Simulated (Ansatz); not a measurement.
Rows from a G0W0 calculation on WSeS (2H monolayer) (Ansatz 0.2.0; G0W0 on LDA, plane waves, PAW; PAW set soft_1; 9×9×1 mesh, 347 empty bands, screening to 70 eV, PAW set soft_1 files), in eV. Spin-orbit coupling is left out.

| row | Σx | Σc | Vxc | Z |
| --- | --- | --- | --- | --- |
| A | -14.63 | -4.08 | -19.61 | 0.73 |
| B | -18.64 | 0.42 | -18.32 | 0.74 |
| C | -13.15 | -3.49 | -17.45 | 0.75 |
| D | -12.36 | -4.10 | -17.34 | 0.75 |
| E | -15.76 | -3.55 | -20.23 | 0.74 |
| F | -19.33 | 1.31 | -18.01 | 0.73 |

Q: Which rows are filled states and which are empty ones, and how can one tell?

Filled: B and F. Empty: A, C, D and E. The sign of Σc tells: for a filled state bare exchange, which holds its interaction with itself, lies below Vxc (Σx − Vxc is -0.3 eV or lower here) and screening gives part back as a positive Σc. For an empty state Σx lies above Vxc (+4.3 eV or more) and the Coulomb hole leaves Σc negative.

[Runs of the session that timed out or met a known fault of the program may be left out.]

[Cells called generated may have been cut or substituted from an entry of the Crystallography Open Database or the Materials Project.]

[Hosts, paths, dates, database ids (printed as entryN), source tags and the programs' standing remarks are cut or masked in the printed files.]
